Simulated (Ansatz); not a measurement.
# TcF2 (1T sheet): how robust is the cRPA U?

What does U in TcF2 (1T sheet) depend on besides the window?

Main program and level: Ansatz 0.2.0; constrained RPA on PBE, plane waves, PAW.

### 1. Set-up

The cell holds 3 atoms: 1 Tc and 2 F. Its edges and angles: a = 2.835 Å, b = 2.835 Å, c = 28.981 Å, α = 90.0°, β = 90.0°, γ = 120.0°. Vacuum lies along c.

The structure was relaxed with PBE. The structure was generated from a model, not taken from a measurement. The runs that relaxed it are not among those shown. The program's search for lower electronic states was switched off, so nothing shows that the state found is the lowest. The default PAW set here is soft_2. Its files were made with PBE. The Coulomb interaction is cut off across the vacuum.

### 2. Base: Tc d, bands v3 to c2, 6×6×1 mesh, medium accuracy

Constrained RPA screens the interaction with every transition except those inside the target bands, which a later many-body model would treat itself.

Contents of input.yaml:

```yaml
crystal:
  lattice:
    - [0.0, 2.00436414, 2.00436414]
    - [2.00436414, -2.00436414, 0.0]
    - [16.73236119, 16.73236119, -16.73236119]
  atoms:
    - { symbol: Tc, position: [0.0, 0.0, 0.320735268] }
    - { symbol: F, position: [0.3333333333, 0.6666666667, 0.3700311093] }
    - { symbol: F, position: [0.6666666667, 0.3333333333, 0.2714394266] }
  periodic: [true, true, false]
kpoints:
  mp_grid: { grid: [12, 12, 1] }
hamiltonian:
  xc: pbe
scf:
  occupations: { method: gaussian, width: 0.08 }
  n_extra_bands: 19
  max_iter: 150
  lower_state_search: "off"
output:
  crpa:
    kmesh: [6, 6, 1]
    target_bands: [v3, c2]
    projections: [{ species: Tc, l: d, shell: 4 }]
  local_orbitals:
    kmesh: [12, 12, 1]
    orbitals: [{ species: Tc, l: d, shell: 4 }]
    window: { bands: [v3, c2] }
    seedname: lo
```

Launch:

```sh
$ ansatz run input.yaml --threads 4 --pin off --max-ram 14745MiB --backend cpu --events-out ev --progress --plain --runs-dir out
```

Numbers of over 12 decimals in the logs are rounded to 6 here.

Output:

```text
scf.n_extra_bands = 19 over 15 filled bands (N_el = 29.0): the run solves 34 bands
Engine: ansatz 0.2.0, aarch64-unknown-linux-gnu
Pseudopotentials: kind: paw
Pseudopotential: Tc, paw, valence charge 15, recommended cutoff 500 eV (normal), Tc.paw.azcp
Pseudopotential: F, paw, valence charge 7, recommended cutoff 420 eV (normal), F.paw.azcp
Functional definition: PBE
  parameter kappa = 0.804
  parameter beta = 0.066725
  exchange = pbe_x(kappa = kappa, mu = beta*pi^2/3)
  correlation = pbe_c(beta = beta)
Crystal: 3 atoms, lattice volume = 201.666 Å³
Basis set: ecut = 500 eV, 5085 PW (Γ)
Bands: 34, of which v1, the nominal top of the filled ones, is band 15 counted from 1 (14 counted from 0)
Symmetry: 12 space group operations
Space group: P-3m1 (ITA 164), of the structure as read, at distance tolerance 5.9e-5 Å
k-points: 19 of 144
Non-local potential: Tc, projectors of the file, l = 0: 3, l = 1: 3, l = 2: 2, l = 3: 2
Non-local potential: F, projectors of the file, l = 0: 2, l = 1: 2, l = 2: 1
PAW form: soft (Blöchl's): semilocal exchange-correlation on the pseudo side does not see the compensation charge
PAW one-centre angular grid: Tc, 590 points (default); XC on 64 Gauss nodes
PAW one-centre angular grid: F, 110 points (default); XC on 64 Gauss nodes
Initial density: superposition of atomic densities (neutral atoms: chi_scale 0, normalization atom)
Initial wavefunctions: pseudopotential atomic-orbital guess
Functional: x = pbe(κ = 0.804, μ = 0.219515), c = pbe(β = 0.066725)
SCF iter   1: F=—  HF=-7012.735572 eV  |F-HF|=—  |Δ(HF+E_count)|=         —  Δρ=4.69e-2  dr2=2.15e0  ethr=3.10e-3  ⟨swp⟩=10.6  Hψ=4839  notcnv=0  defer=139
preconditioner: auto → LDOS  [metal: Δε(μ)=0.012 eV  Ē_g=20.751 eV  σ=0.080 eV  W_gap=0.09  n_scr=18 (ndim 8)  ℏωp=12.0 eV  f_vac=0.801  D(μ)=5.36/eV (n_scr^D=20)  β→1.0]
SCF iter   2: F=—  HF=-7012.345576 eV  |F-HF|=—  |Δ(HF+E_count)|=   3.90e-1  Δρ=1.99e-2  dr2=4.37e-1  ethr=3.10e-3  ⟨swp⟩=3.1  Hψ=1422  notcnv=0  defer=203
SCF iter   3: F=—  HF=-7012.289717 eV  |F-HF|=—  |Δ(HF+E_count)|=   5.59e-2  Δρ=1.12e-2  dr2=1.69e-1  ethr=1.51e-3  ⟨swp⟩=3.4  Hψ=1184  notcnv=0  defer=203
SCF iter   4: F=—  HF=-7012.258728 eV  |F-HF|=—  |Δ(HF+E_count)|=   3.10e-2  Δρ=6.36e-3  dr2=6.20e-2  ethr=5.83e-4  ⟨swp⟩=3.0  Hψ=1015  notcnv=0  defer=204
SCF iter   5: F=—  HF=-7012.250799 eV  |F-HF|=—  |Δ(HF+E_count)|=   7.93e-3  Δρ=1.95e-3  dr2=1.13e-2  ethr=2.14e-4  ⟨swp⟩=2.9  Hψ=948  notcnv=0  defer=204
SCF iter   6: F=—  HF=-7012.248854 eV  |F-HF|=—  |Δ(HF+E_count)|=   1.94e-3  Δρ=1.04e-3  dr2=2.46e-3  ethr=3.90e-5  ⟨swp⟩=3.5  Hψ=1079  notcnv=0  defer=210
SCF iter   7: F=—  HF=-7012.248457 eV  |F-HF|=—  |Δ(HF+E_count)|=   3.98e-4  Δρ=2.98e-4  dr2=1.12e-4  ethr=8.49e-6  ⟨swp⟩=2.9  Hψ=806  notcnv=0  defer=210
[...]
SCF 1 converged in 10 iterations: F = -7012.248466 eV  dr2 = 3.95e-9
[...]
NSCF: frozen V_eff on 22 k-points
NSCF: frozen V_eff on 7 k-points
[...]
cRPA screening: q 1/36
cRPA screening: q 2/36
cRPA screening: q 8/36 (q-point 3)
cRPA screening: q 14/36 (q-point 4)
cRPA screening: q 17/36 (q-point 8)
cRPA screening: q 23/36 (q-point 9)
cRPA screening: q 35/36 (q-point 15)
SCF converged after 10 iterations
Free energy (F): -7012.248466 eV
Harris-Foulkes:  -7012.248466 eV  (|F-HF|=1.10e-10)
Internal energy: -7012.232404 eV  (E = F + TS)
E sigma→0 (E₀):  -7012.240435 eV
Entropy (-TS):   -0.016062 eV (-5.354 meV/atom)
Fermi energy:    -4.742522 eV
--- Per-component energies (eV) ---
  E_band       = -721.045274
  E_kinetic    = 1036.430502
  E_local      = -68085.688908  (includes V_loc(G=0)·N_el)
  E_nonlocal   = 434.108268
  E_hartree    = 33320.752992
  E_xc         = -396.455546
  E_vxc        = -495.990978  (∫ρ·V_xc dr)
  E_paw        = -3678.925083  (= ΣΔE_a)
  E_vpaw       = -251.417871  (= ΣTr[D̂ρ^β])
  E_aug_tail   = 0.002108  (compensation charges beyond the density's cutoff)
  E_ewald      = 30357.543261
  E_smearing   = -0.016062  (= −TS)
  E_closure    = -0.000000  (closes the sum)
  Σ components = -7012.248466   (vs F -7012.248466, Δ=0.00e0)
--- Band table (eV; the first three rows and the last of 19) ---
  k-point 0: bands = [... 11 lower, -11.0287, -8.0243, -6.6663, -6.6663, -4.5190, -4.5190, -3.4752, -0.6736, ... 15 higher]
  k-point 1: bands = [... 11 lower, -11.0860, -7.9341, -6.7851, -6.5267, -4.6069, -4.4797, -3.2096, -0.4359, ... 15 higher]
  k-point 2: bands = [... 11 lower, -11.2162, -7.8259, -6.8874, -6.1214, -4.7269, -4.3739, -2.5199, 0.1694, ... 15 higher]
  k-point 18: bands = [... 11 lower, -12.1126, -6.4271, -6.4271, -5.1670, -4.0766, -4.0766, 5.4326, 5.6079, ... 15 higher]
  the weakly bound empty levels are not read free of the cell's end (no_gap_told)
--- cRPA (band scheme, projected local orbitals): target bands 13..17 (1-based), 5 Wannier function(s), 6×6×1 mesh, 34 bands' worth read of 39 solved, ecut_chi 136.0 eV, v(q+G=0) probe_charge, pair densities all_electron ---
  bands read: the sum over 34 bands ends inside a degenerate multiplet in 2 slots, whose members it reads at an even weight; the widest, k=14: bands 34 to 35 (counted from 1) at 1/2 each
  χ-basis size per q: N_G = 709..745
  window electrons = 5.0000, filled by tetrahedron_uncorrected; constrained ε̄⁻¹(q = 0, 0) head = 0.764449; min gauge Gram eig = 0.6678
  Kanamori averages over each shell's own Wannier functions (sites counted from 0, functions from 1):
    Site 0, 4D, 5 of 5 d orbitals (Wannier functions 1, 2, 3, 4, 5; wannier90's mr 1, 2, 3, 4, 5):
      screened: U = 5.4505 eV, U' = 4.6923 eV, J = 0.3705 eV
      screened d-shell averages: U_bar = F0 = 4.8440 eV, J_bar = 0.5221 eV
      screened, to within: U = 1.2e-2 eV, U' = 1.2e-2 eV, J = 4.8e-4 eV
      screened d-shell averages, to within: U_bar = 1.1e-2 eV, J_bar = 6.9e-4 eV
      bare: V = 13.7765 eV, V' = 12.7346 eV, J = 0.4949 eV
      bare d-shell averages: V_bar = F0 = 12.9429 eV, J_bar = 0.7032 eV
  Hermiticity witness max|P − P†| over intra, direct and exchange elements: 1.69e-14 eV (screened), 3.55e-15 eV (bare)
  Reality witness max|Im| over intra, direct and exchange elements: 1.32e-16 eV (screened), 4.09e-17 eV (bare)
```

Elapsed: 2.6 min, on 4 threads of Arm Neoverse V1, shared host; peak memory 1.6 GiB; 9.7 min of CPU time.

This step gave:

| Quantity | Value |
| --- | --- |
| U | 5.451 eV |
| U prime (inter-orbital) | 4.692 eV |
| J | 0.3705 eV |
| bare V | 13.78 eV |
| bare J | 0.4949 eV |
| stated bound on U | 0.01136 eV |
| U over bare V | 0.3956 |
| electrons in the window | 5.000 |
| head of the constrained inverse dielectric matrix | 0.7644 |
| least eigenvalue of the projection's overlap | 0.6678 |
| target functions | 5 |
| bands in the sums | 34 |
| r.m.s. miss of the model bands | 2.86e-4 eV |
| width of the target bands | 5.340 eV |
| weight of the projected orbitals in the window | 0.8419 |

On the Tc d shell, screening brings the on-site interaction from 13.8 eV down to U = 5.45 eV.

### 3. Changed: 9×9×1 mesh

input.yaml, as its differences from that of step 2:

```diff
@@ -21,9 +21,4 @@
   crpa:
-    kmesh: [6, 6, 1]
+    kmesh: [9, 9, 1]
     target_bands: [v3, c2]
     projections: [{ species: Tc, l: d, shell: 4 }]
-  local_orbitals:
-    kmesh: [12, 12, 1]
-    orbitals: [{ species: Tc, l: d, shell: 4 }]
-    window: { bands: [v3, c2] }
-    seedname: lo
```

Output:

```text
[...]
Crystal: 3 atoms, lattice volume = 201.666 Å³
Basis set: ecut = 500 eV, 5085 PW (Γ)
Bands: 34, of which v1, the nominal top of the filled ones, is band 15 counted from 1 (14 counted from 0)
Symmetry: 12 space group operations
[...]
k-points: 19 of 144
[...]
SCF iter   1: F=—  HF=-7012.735572 eV  |F-HF|=—  |Δ(HF+E_count)|=         —  Δρ=4.69e-2  dr2=2.15e0  ethr=3.10e-3  ⟨swp⟩=10.6  Hψ=4839  notcnv=0  defer=139
[...]
SCF iter  10: F=-7012.248466 eV  HF=-7012.248466 eV  |F-HF|=1.10e-10  |Δ(HF+E_count)|=   1.92e-7  Δρ=1.71e-6  dr2=3.95e-9  ethr=3.45e-10  ⟨swp⟩=23.0  Hψ=6103  notcnv=0
SCF 1 converged in 10 iterations: F = -7012.248466 eV  dr2 = 3.95e-9
[...]
NSCF: frozen V_eff on 12 k-points
[...]
cRPA screening: q 1/81
cRPA screening: q 2/81
cRPA screening: q 8/81 (q-point 3)
cRPA screening: q 14/81 (q-point 4)
cRPA screening: q 20/81 (q-point 5)
[...]
--- Band table (eV; the first three rows and the last of 19) ---
  k-point 0: bands = [... 11 lower, -11.0287, -8.0243, -6.6663, -6.6663, -4.5190, -4.5190, -3.4752, -0.6736, ... 15 higher]
  k-point 1: bands = [... 11 lower, -11.0860, -7.9341, -6.7851, -6.5267, -4.6069, -4.4797, -3.2096, -0.4359, ... 15 higher]
  k-point 2: bands = [... 11 lower, -11.2162, -7.8259, -6.8874, -6.1214, -4.7269, -4.3739, -2.5199, 0.1694, ... 15 higher]
  k-point 18: bands = [... 11 lower, -12.1126, -6.4271, -6.4271, -5.1670, -4.0766, -4.0766, 5.4326, 5.6079, ... 15 higher]
  the weakly bound empty levels are not read free of the cell's end (no_gap_told)
[...]
χ-basis size per q: N_G = 709..749
[...]
screened: U = 5.4766 eV, U' = 4.7190 eV, J = 0.3703 eV
      screened d-shell averages: U_bar = F0 = 4.8705 eV, J_bar = 0.5218 eV
      screened, to within: U = 1.3e-2 eV, U' = 1.3e-2 eV, J = 4.6e-4 eV
      screened d-shell averages, to within: U_bar = 1.2e-2 eV, J_bar = 6.7e-4 eV
      bare: V = 13.7600 eV, V' = 12.7184 eV, J = 0.4947 eV
      bare d-shell averages: V_bar = F0 = 12.9267 eV, J_bar = 0.7030 eV
[...]
[key lines of the parts left out:]
SCF converged after 10 iterations
Free energy (F): -7012.248466 eV
Fermi energy:    -4.742522 eV
```

Run time: 8.7 min. Hardware: 4 threads; peak memory 1.7 GiB.

Numbers from this step:

```yaml
u: 5.477 eV
u_prime_inter_orbital: 4.719 eV
j: 0.3703 eV
bare_v: 13.76 eV
bare_j: 0.4947 eV
stated_bound_on_u: 0.01207 eV
u_over_bare_v: 0.3980
electrons_in_the_window: 5.000
head_of_the_constrained_inverse_dielectric_matrix: 0.7855
least_eigenvalue_of_the_projection_s_overlap: 0.6729
target_functions: 5
bands_in_the_sums: 34
width_of_the_target_bands: 5.340 eV
weight_of_the_projected_orbitals_in_the_window: 0.8419
```

On the Tc d shell, screening brings the on-site interaction from 13.8 eV down to U = 5.48 eV.

### 4. Changed: accuracy high

input.yaml, as its differences from that of step 3:

```diff
@@ -21,4 +21,5 @@
   crpa:
-    kmesh: [9, 9, 1]
+    kmesh: [6, 6, 1]
     target_bands: [v3, c2]
     projections: [{ species: Tc, l: d, shell: 4 }]
+    accuracy: high
```

Output:

```text
[...]
Crystal: 3 atoms, lattice volume = 201.666 Å³
Basis set: ecut = 500 eV, 5085 PW (Γ)
Bands: 34, of which v1, the nominal top of the filled ones, is band 15 counted from 1 (14 counted from 0)
Symmetry: 12 space group operations
[...]
k-points: 19 of 144
[...]
χ-basis size per q: N_G = 709..745
[...]
screened: U = 5.4507 eV, U' = 4.6924 eV, J = 0.3705 eV
      screened d-shell averages: U_bar = F0 = 4.8441 eV, J_bar = 0.5222 eV
      screened, to within: U = 1.1e-3 eV, U' = 1.1e-3 eV, J = 5.6e-5 eV
      screened d-shell averages, to within: U_bar = 9.4e-4 eV, J_bar = 8.3e-5 eV
      bare: V = 13.7765 eV, V' = 12.7346 eV, J = 0.4949 eV
      bare d-shell averages: V_bar = F0 = 12.9429 eV, J_bar = 0.7032 eV
[...]
[key lines of the parts left out:]
SCF converged after 10 iterations
Free energy (F): -7012.248466 eV
Fermi energy:    -4.742522 eV
```

The job ended after 3.1 min (4 threads; peak memory 1.7 GiB; 12 min of CPU time).

This step gave:

```
U                                                 : 5.451 eV
U prime (inter-orbital)                           : 4.692 eV
J                                                 : 0.3705 eV
bare V                                            : 13.78 eV
bare J                                            : 0.4949 eV
stated bound on U                                 : 0.001044 eV
U over bare V                                     : 0.3957
electrons in the window                           : 5.000
head of the constrained inverse dielectric matrix : 0.7645
least eigenvalue of the projection's overlap      : 0.6678
target functions                                  : 5
bands in the sums                                 : 34
width of the target bands                         : 5.340 eV
weight of the projected orbitals in the window    : 0.8419
```

On the Tc d shell, screening brings the on-site interaction from 13.8 eV down to U = 5.45 eV.

### 5. Changed: sums over states

input.yaml, as its differences from that of step 4:

```diff
@@ -24,2 +24,4 @@
     projections: [{ species: Tc, l: d, shell: 4 }]
-    accuracy: high
+    accuracy: sum_over_states
+    n_empty_bands: 30
+    ecut_chi: 136
```

Output:

```text
[...]
Crystal: 3 atoms, lattice volume = 201.666 Å³
Basis set: ecut = 500 eV, 5085 PW (Γ)
Bands: 34, of which v1, the nominal top of the filled ones, is band 15 counted from 1 (14 counted from 0)
Symmetry: 12 space group operations
[...]
k-points: 19 of 144
[...]
χ-basis size per q: N_G = 709..745
[...]
U and J over all bands: no bound (output.crpa.accuracy: sum_over_states); those below are of the sums over the bands read on the sphere of ecut_chi, with what the atoms add
[...]
screened: U = 5.7671 eV, U' = 4.9057 eV, J = 0.4163 eV
      screened d-shell averages: U_bar = F0 = 5.0780 eV, J_bar = 0.5886 eV
      bare: V = 13.7765 eV, V' = 12.7346 eV, J = 0.4949 eV
      bare d-shell averages: V_bar = F0 = 12.9429 eV, J_bar = 0.7032 eV
[...]
[key lines of the parts left out:]
SCF converged after 10 iterations
Free energy (F): -7012.248466 eV
Fermi energy:    -4.742522 eV
```

Run time: 13 s. Hardware: 4 threads; peak memory 0.68 GiB.

This variant gives U = 5.77 eV against 5.45 eV. It is a finite sum over empty states with no bound on its error and stays out of the table below.

(Continued in part 2 of 2.)

[Paths, hosts, dates, memory and timing lines, banners, echoed tables and standing remarks are left out of the program output.]

[Logs are printed without paths, hosts, clocks, repeated set-up lines and the standing remarks that a program may print on its own settings, such as how far it seeks lower states.]

[Runs of the session that timed out or met a known fault of the program may be left out.]

[Hosts, paths, dates, database ids (printed as entryN), source tags and the programs' standing remarks are cut or masked in the printed files.]
